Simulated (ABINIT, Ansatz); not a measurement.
# GaN (P6_3mc): G0W0 with ABINIT, start to end

Wanted: ground state, empty states, screening and self-energy for GaN (P6_3mc).

Main program and level: ABINIT 10.8.3; PBE and many-body steps on it, plane waves.

Report form: the programs' logs are mostly left out.

The database entry behind the starting cell differs from later determinations by our own check (about 0.3 % short, ideal inner coordinate), so it need not match the best structure at ambient conditions.

## 1. Starting point

It takes space group P6_3mc (No. 186, hexagonal). The conventional cell has a = 3.180 Å, b = 3.180 Å, c = 5.166 Å, α = 90.00°, β = 90.00°, γ = 120.00°. Nearest to Ga lie 4 N at 1.94 to 1.95 Å. Nearest to N lie 4 Ga at 1.94 to 1.95 Å. Farther neighbours and most contacts between anions are not listed.

The cell and positions come from the Crystallography Open Database and are kept as given unless a step says otherwise.

## 2. Ground state

This step: ABINIT 10.8.3; DFT, PBE, plane waves, norm-conserving pseudopotentials.

The ground-state density comes first.

run.abi reads:

```
acell 3*1.0 Angstrom
rprim 
  3.179999999980 0.000000000005 0.000000000000
  -1.589999999994 2.753960784015 0.000000000000
  0.000000000000 0.000000000000 5.166000000000
ntypat 2
znucl 31 7
natom 4
typat 1 1 2 2
xred 
  0.333333333333 0.666666666667 0.000000000000
  0.666666666667 0.333333333333 0.500000000000
  0.333333333333 0.666666666667 0.375000000000
  0.666666666667 0.333333333333 0.875000000000
pp_dirpath "pseudos"
pseudos "Ga.upf, N.upf"
ecut 45
ngkpt 6 6 4
nshiftk 1
shiftk 0 0 0
kptopt 1
chksymbreak 0
nband 32
occopt 1
tolvrs 1e-10
nstep 60
prtwf 0
optforces 0
optstress 0
indata_prefix "in"
outdata_prefix "out"
tmpdata_prefix "tmp"
```

On the command line:

```sh
$ OMP_NUM_THREADS=1 mpirun -n 4 abinit run.abi > log
```

It took 67 s on 4 MPI ranks of Intel Xeon Platinum 8259CL at 2.50GHz (Skylake/Cascade Lake), shared host; peak memory 0.39 GiB.

Numbers from this step:

| Property | Result |
| --- | --- |
| total energy | -14080.1621 eV |
| gap | 1.995 eV |
| k of the valence top | 0, 0, 0 |
| k of the conduction bottom | 0, 0, 0 |
| least direct gap | 1.995 eV |

The gap is direct, at Γ.

## 3. Bands along the symmetry lines

The cheap functional maps the bands first; the places of the edges decide which points the dearer methods must see.

run.abi reads:

```
acell 3*1.0 Angstrom
rprim 
  3.179999999980 0.000000000005 0.000000000000
  -1.589999999994 2.753960784015 0.000000000000
  0.000000000000 0.000000000000 5.166000000000
ntypat 2
znucl 31 7
natom 4
typat 1 1 2 2
xred 
  0.333333333333 0.666666666667 0.000000000000
  0.666666666667 0.333333333333 0.500000000000
  0.333333333333 0.666666666667 0.375000000000
  0.666666666667 0.333333333333 0.875000000000
pp_dirpath "pseudos"
pseudos "Ga.upf, N.upf"
ecut 45
iscf -2
irdden 1
kptopt 0
nkpt 75
kpt 
  0.00000000 0.00000000 0.00000000
  0.06250000 0.00000000 0.00000000
  0.12500000 0.00000000 0.00000000
  0.18750000 0.00000000 0.00000000
  0.25000000 0.00000000 0.00000000
  0.31250000 0.00000000 0.00000000
  0.37500000 0.00000000 0.00000000
  0.43750000 0.00000000 0.00000000
  0.50000000 0.00000000 0.00000000
  0.47916667 0.04166667 0.00000000
  0.45833333 0.08333333 0.00000000
  0.43750000 0.12500000 0.00000000
  0.41666666 0.16666666 0.00000000
  0.39583333 0.20833333 0.00000000
  0.37500000 0.25000000 0.00000000
  0.35416666 0.29166666 0.00000000
  0.33333333 0.33333333 0.00000000
  0.29166666 0.29166666 0.00000000
  0.25000000 0.25000000 0.00000000
  0.20833333 0.20833333 0.00000000
  0.16666666 0.16666666 0.00000000
  0.12500000 0.12500000 0.00000000
  0.08333333 0.08333333 0.00000000
  0.04166667 0.04166667 0.00000000
  0.00000000 0.00000000 0.00000000
  0.00000000 0.00000000 0.06250000
  0.00000000 0.00000000 0.12500000
  0.00000000 0.00000000 0.18750000
  0.00000000 0.00000000 0.25000000
  0.00000000 0.00000000 0.31250000
  0.00000000 0.00000000 0.37500000
  0.00000000 0.00000000 0.43750000
  0.00000000 0.00000000 0.50000000
  0.06250000 0.00000000 0.50000000
  0.12500000 0.00000000 0.50000000
  0.18750000 0.00000000 0.50000000
  0.25000000 0.00000000 0.50000000
  0.31250000 0.00000000 0.50000000
  0.37500000 0.00000000 0.50000000
  0.43750000 0.00000000 0.50000000
  0.50000000 0.00000000 0.50000000
  0.47916667 0.04166667 0.50000000
  0.45833333 0.08333333 0.50000000
  0.43750000 0.12500000 0.50000000
  0.41666666 0.16666666 0.50000000
  0.39583333 0.20833333 0.50000000
  0.37500000 0.25000000 0.50000000
  0.35416666 0.29166666 0.50000000
  0.33333333 0.33333333 0.50000000
  0.29166666 0.29166666 0.50000000
  0.25000000 0.25000000 0.50000000
  0.20833333 0.20833333 0.50000000
  0.16666666 0.16666666 0.50000000
  0.12500000 0.12500000 0.50000000
  0.08333333 0.08333333 0.50000000
  0.04166667 0.04166667 0.50000000
  0.00000000 0.00000000 0.50000000
  0.50000000 0.00000000 0.50000000
  0.50000000 0.00000000 0.43750000
  0.50000000 0.00000000 0.37500000
  0.50000000 0.00000000 0.31250000
  0.50000000 0.00000000 0.25000000
  0.50000000 0.00000000 0.18750000
  0.50000000 0.00000000 0.12500000
  0.50000000 0.00000000 0.06250000
  0.50000000 -0.00000000 0.00000000
  0.33333333 0.33333333 0.50000000
  0.33333333 0.33333333 0.43750000
  0.33333333 0.33333333 0.37500000
  0.33333333 0.33333333 0.31250000
  0.33333333 0.33333333 0.25000000
  0.33333333 0.33333333 0.18750000
  0.33333333 0.33333333 0.12500000
  0.33333333 0.33333333 0.06250000
  0.33333333 0.33333333 0.00000000
istwfk *1
nband 33
nbdbuf 2
tolwfr 1e-08
nstep 40
prtwf 0
prtvol 0
indata_prefix "in"
outdata_prefix "out"
tmpdata_prefix "tmp"
```

Elapsed: 85 s, on 4 MPI ranks; peak memory 0.46 GiB.

Numbers from this step:

| Property | Result |
| --- | --- |
| gap | 1.995 eV |
| k of the valence top | 0, 0, 0 |
| k of the conduction bottom | 0, 0, 0 |
| least direct gap | 1.995 eV |

The gap is 1.995 eV, as in the run before at this level.

The electronic bands at the labelled points (eV, zero at the top of the highest filled band):

```tsv
point	band 23	band 24	band 25	band 26	band 27	band 28	band 29	band 30
Γ	-1.06	-0.06	0.00	0.00	1.99	4.33	9.26	9.97
halfway	-2.86	-2.01	-0.74	-0.49	4.36	6.00	7.42	8.58
M	-4.27	-2.77	-2.26	-0.99	5.11	5.63	6.09	8.68
halfway	-4.28	-3.57	-2.41	-1.88	5.63	6.67	6.69	8.52
K	-5.33	-3.03	-3.03	-2.71	5.16	7.89	7.89	8.44
halfway	-3.68	-2.41	-1.02	-0.93	5.00	6.93	7.32	7.71
Γ	-1.06	-0.06	0.00	0.00	1.99	4.33	9.26	9.97
halfway	-0.91	-0.91	-0.16	-0.16	3.18	4.43	8.87	9.67
A	-0.54	-0.54	-0.54	-0.54	4.31	4.31	8.57	8.57
halfway	-2.09	-2.09	-1.30	-1.30	5.29	5.29	7.72	7.72
L	-1.95	-1.95	-1.92	-1.92	4.45	4.45	7.87	7.87
halfway	-3.22	-3.22	-1.61	-1.61	5.42	5.42	8.19	8.19
H	-4.22	-4.22	-1.50	-1.50	6.52	6.52	7.35	7.35
halfway	-2.14	-2.14	-1.82	-1.82	5.72	5.72	7.73	7.73
A	-0.54	-0.54	-0.54	-0.54	4.31	4.31	8.57	8.57
jump to L	-1.95	-1.95	-1.92	-1.92	4.45	4.45	7.87	7.87
halfway	-3.33	-2.55	-1.72	-1.29	4.36	5.14	7.63	7.92
M	-4.27	-2.77	-2.26	-0.99	5.11	5.63	6.09	8.68
jump to H	-4.22	-4.22	-1.50	-1.50	6.52	6.52	7.35	7.35
halfway	-5.03	-3.22	-2.22	-2.22	5.92	7.28	7.28	8.23
K	-5.33	-3.03	-3.03	-2.71	5.16	7.89	7.89	8.44
```

## 4. Empty states on the mesh, 6×6×4 mesh, 324 bands

The sums over transitions need many empty states on a uniform mesh; this step solves for them.

run.abi reads:

```
acell 3*1.0 Angstrom
rprim 
  3.179999999980 0.000000000005 0.000000000000
  -1.589999999994 2.753960784015 0.000000000000
  0.000000000000 0.000000000000 5.166000000000
ntypat 2
znucl 31 7
natom 4
typat 1 1 2 2
xred 
  0.333333333333 0.666666666667 0.000000000000
  0.666666666667 0.333333333333 0.500000000000
  0.333333333333 0.666666666667 0.375000000000
  0.666666666667 0.333333333333 0.875000000000
pp_dirpath "pseudos"
pseudos "Ga.upf, N.upf"
ecut 45
ngkpt 6 6 4
nshiftk 1
shiftk 0 0 0
kptopt 1
chksymbreak 0
irdden 1
istwfk *1
nband 324
prtvol 0
optdriver 6
gwr_task "HDIAGO"
paral_kgb 0
occopt 1
indata_prefix "in"
outdata_prefix "out"
tmpdata_prefix "tmp"
```

The job ended after 7.1 min (4 MPI ranks; peak memory 4.5 GiB; 28 min of CPU time).

Numbers from this step:

```
gap                                                           : 1.995 eV
k of the valence top                                          : 0, 0, 0
k of the conduction bottom                                    : 0, 0, 0
least direct gap                                              : 1.995 eV
k points computed                                             : 21
lowest point of the top converged band, above the valence top : 184.4870 eV
```

On this mesh the gap is 1.995 eV.

## 5. Screening, 6×6×4 mesh, 144 bands, screening to 176.9 eV

The RPA dielectric matrix is built and inverted for each q.

This step: RPA screening on PBE, plane waves, norm-conserving pseudopotentials.

run.abi, as its differences from that of step 4:

```diff
@@ -22,10 +22,11 @@
 chksymbreak 0
-irdden 1
 istwfk *1
-nband 324
-prtvol 0
-optdriver 6
-gwr_task "HDIAGO"
-paral_kgb 0
 occopt 1
+irdwfk 1
+optdriver 3
+nband 144
+ecuteps 6.5
+inclvkb 2
+awtr 1
+symchi 1
 indata_prefix "in"
```

The job ended after 24 min (4 MPI ranks; peak memory 3.2 GiB; 1.6 h of CPU time).

Numbers from this step:

| Quantity | Value |
| --- | --- |
| ε∞ with local fields, on this mesh, along the program's q direction | 5.775 |
| the same without local fields | 6.205 |
| plasma frequency | 39.81 eV |
| plane waves in the screening matrix | 245 |

Local fields lower ε∞ by 7 %.

## 6. Self-energy, 6×6×4 mesh, 144 bands, screening to 176.9 eV

The self-energy is evaluated for the states that the input lists, and the levels follow from it, in one-shot runs by the linearised quasiparticle equation.

This step: G0W0 on PBE, plane waves, norm-conserving pseudopotentials.

run.abi, as its differences from that of step 5:

```diff
@@ -25,8 +25,15 @@
 irdwfk 1
-optdriver 3
+optdriver 4
 nband 144
+gwcalctyp 0
+ecutsigx 45
+symsigma 1
+nkptgw 1
+kptgw 
+  0.0000000000 0.0000000000 0.0000000000
+bdgw 
+  25 28
 ecuteps 6.5
-inclvkb 2
-awtr 1
-symchi 1
+irdscr 1
+ppmodel 1
 indata_prefix "in"
```

The job ended after 18 s (4 MPI ranks; peak memory 2.5 GiB).

This step gave:

- G0W0 gap on the points computed: 2.868 eV
- starting gap on the mesh: 1.995 eV
- k of the valence top: 0, 0, 0
- k of the conduction bottom: 0, 0, 0
- Z at the valence top: 0.8
- Z at the conduction bottom: 0.826
- least direct G0W0 gap on the computed points: 2.868 eV

The gap on the mesh goes from 1.99 eV to 2.87 eV, a correction of +0.87 eV.

Limits: finite bands, cutoff and mesh; no spin-orbit coupling. v1 is the top filled band, c1 the lowest empty one. The levels before and after the correction (eV, zero at the valence-band top of each column):

```tsv
	conduction bottom	valence top
Kohn-Sham	1.99	0.00
G0W0	2.87	0.00
```

```tsv
	level	energy (eV)
Kohn-Sham	Γ v2-v1	0.000
Kohn-Sham	Γ c1	1.995
Kohn-Sham	Γ c2	4.329
G0W0	Γ v2-v1	0.000
G0W0	Γ c1	2.868
G0W0	Γ c2	5.353
```

## 7. Where the time went

Times are wall times on 4 MPI ranks of Intel Xeon Platinum 8259CL at 2.50GHz (Skylake/Cascade Lake), shared host, good to a factor of about two.

```tsv
step	time	share	memory (GiB)
ground state	67 s	3 %	0.39
bands along the symmetry lines	85 s	4 %	0.46
empty states on the mesh	7.1 min	21 %	4.5
screening	24 min	71 %	3.2
self-energy	18 s	1 %	2.5
```

## 8. Outcome

```json
{
  "PBE gap": "1.99 eV, direct",
  "G0W0 gap on the mesh": "2.87 eV",
  "GW settings": "6×6×4 mesh, 144 bands, screening to 176.9 eV, Godby-Needs plasmon pole",
  "known limits": "not at the basis limit; no spin-orbit coupling"
}
```

G0W0 moves the gap on the mesh from 1.99 eV to 2.87 eV (+0.87 eV), with Z of 0.80 and 0.83 at the edges. Local fields lower the RPA ε∞ on this mesh from 6.21 to 5.77. Only 1 of the mesh's irreducible points was corrected, so a valley elsewhere could overtake. The dearest step here is «screening». Bands and cutoff are finite, so the gap is not at the basis limit. The miss can reach some tenths of an eV and take either sign; the mesh is an error of its own. In the G0W0 run levels were corrected at 1 k point alone, so a gap called «on the mesh» is the least over those, and an edge elsewhere would be missed. The many-body steps are scalar-relativistic: spin-orbit coupling is not in them.

[Paths, hosts, dates, memory and timing lines, banners, echoed tables and standing remarks are left out of the program output.]

[Logs are printed without paths, hosts, clocks, repeated set-up lines and the standing remarks that a program may print on its own settings, such as how far it seeks lower states.]

[Runs of the session that timed out or met a known fault of the program may be left out.]

[Hosts, paths, dates, database ids (printed as entryN), source tags and the programs' standing remarks are cut or masked in the printed files.]

[G0W0 gaps are taken among the corrected bands and points alone; a level outside them can change the order at an edge.]

[Where Ansatz stands beside ABINIT at settings called matched, ABINIT's density can come from a denser mesh and the files from another edition; pairs whose starting gaps differed by over 0.03 eV were left out, so agreement reads better than it is.]
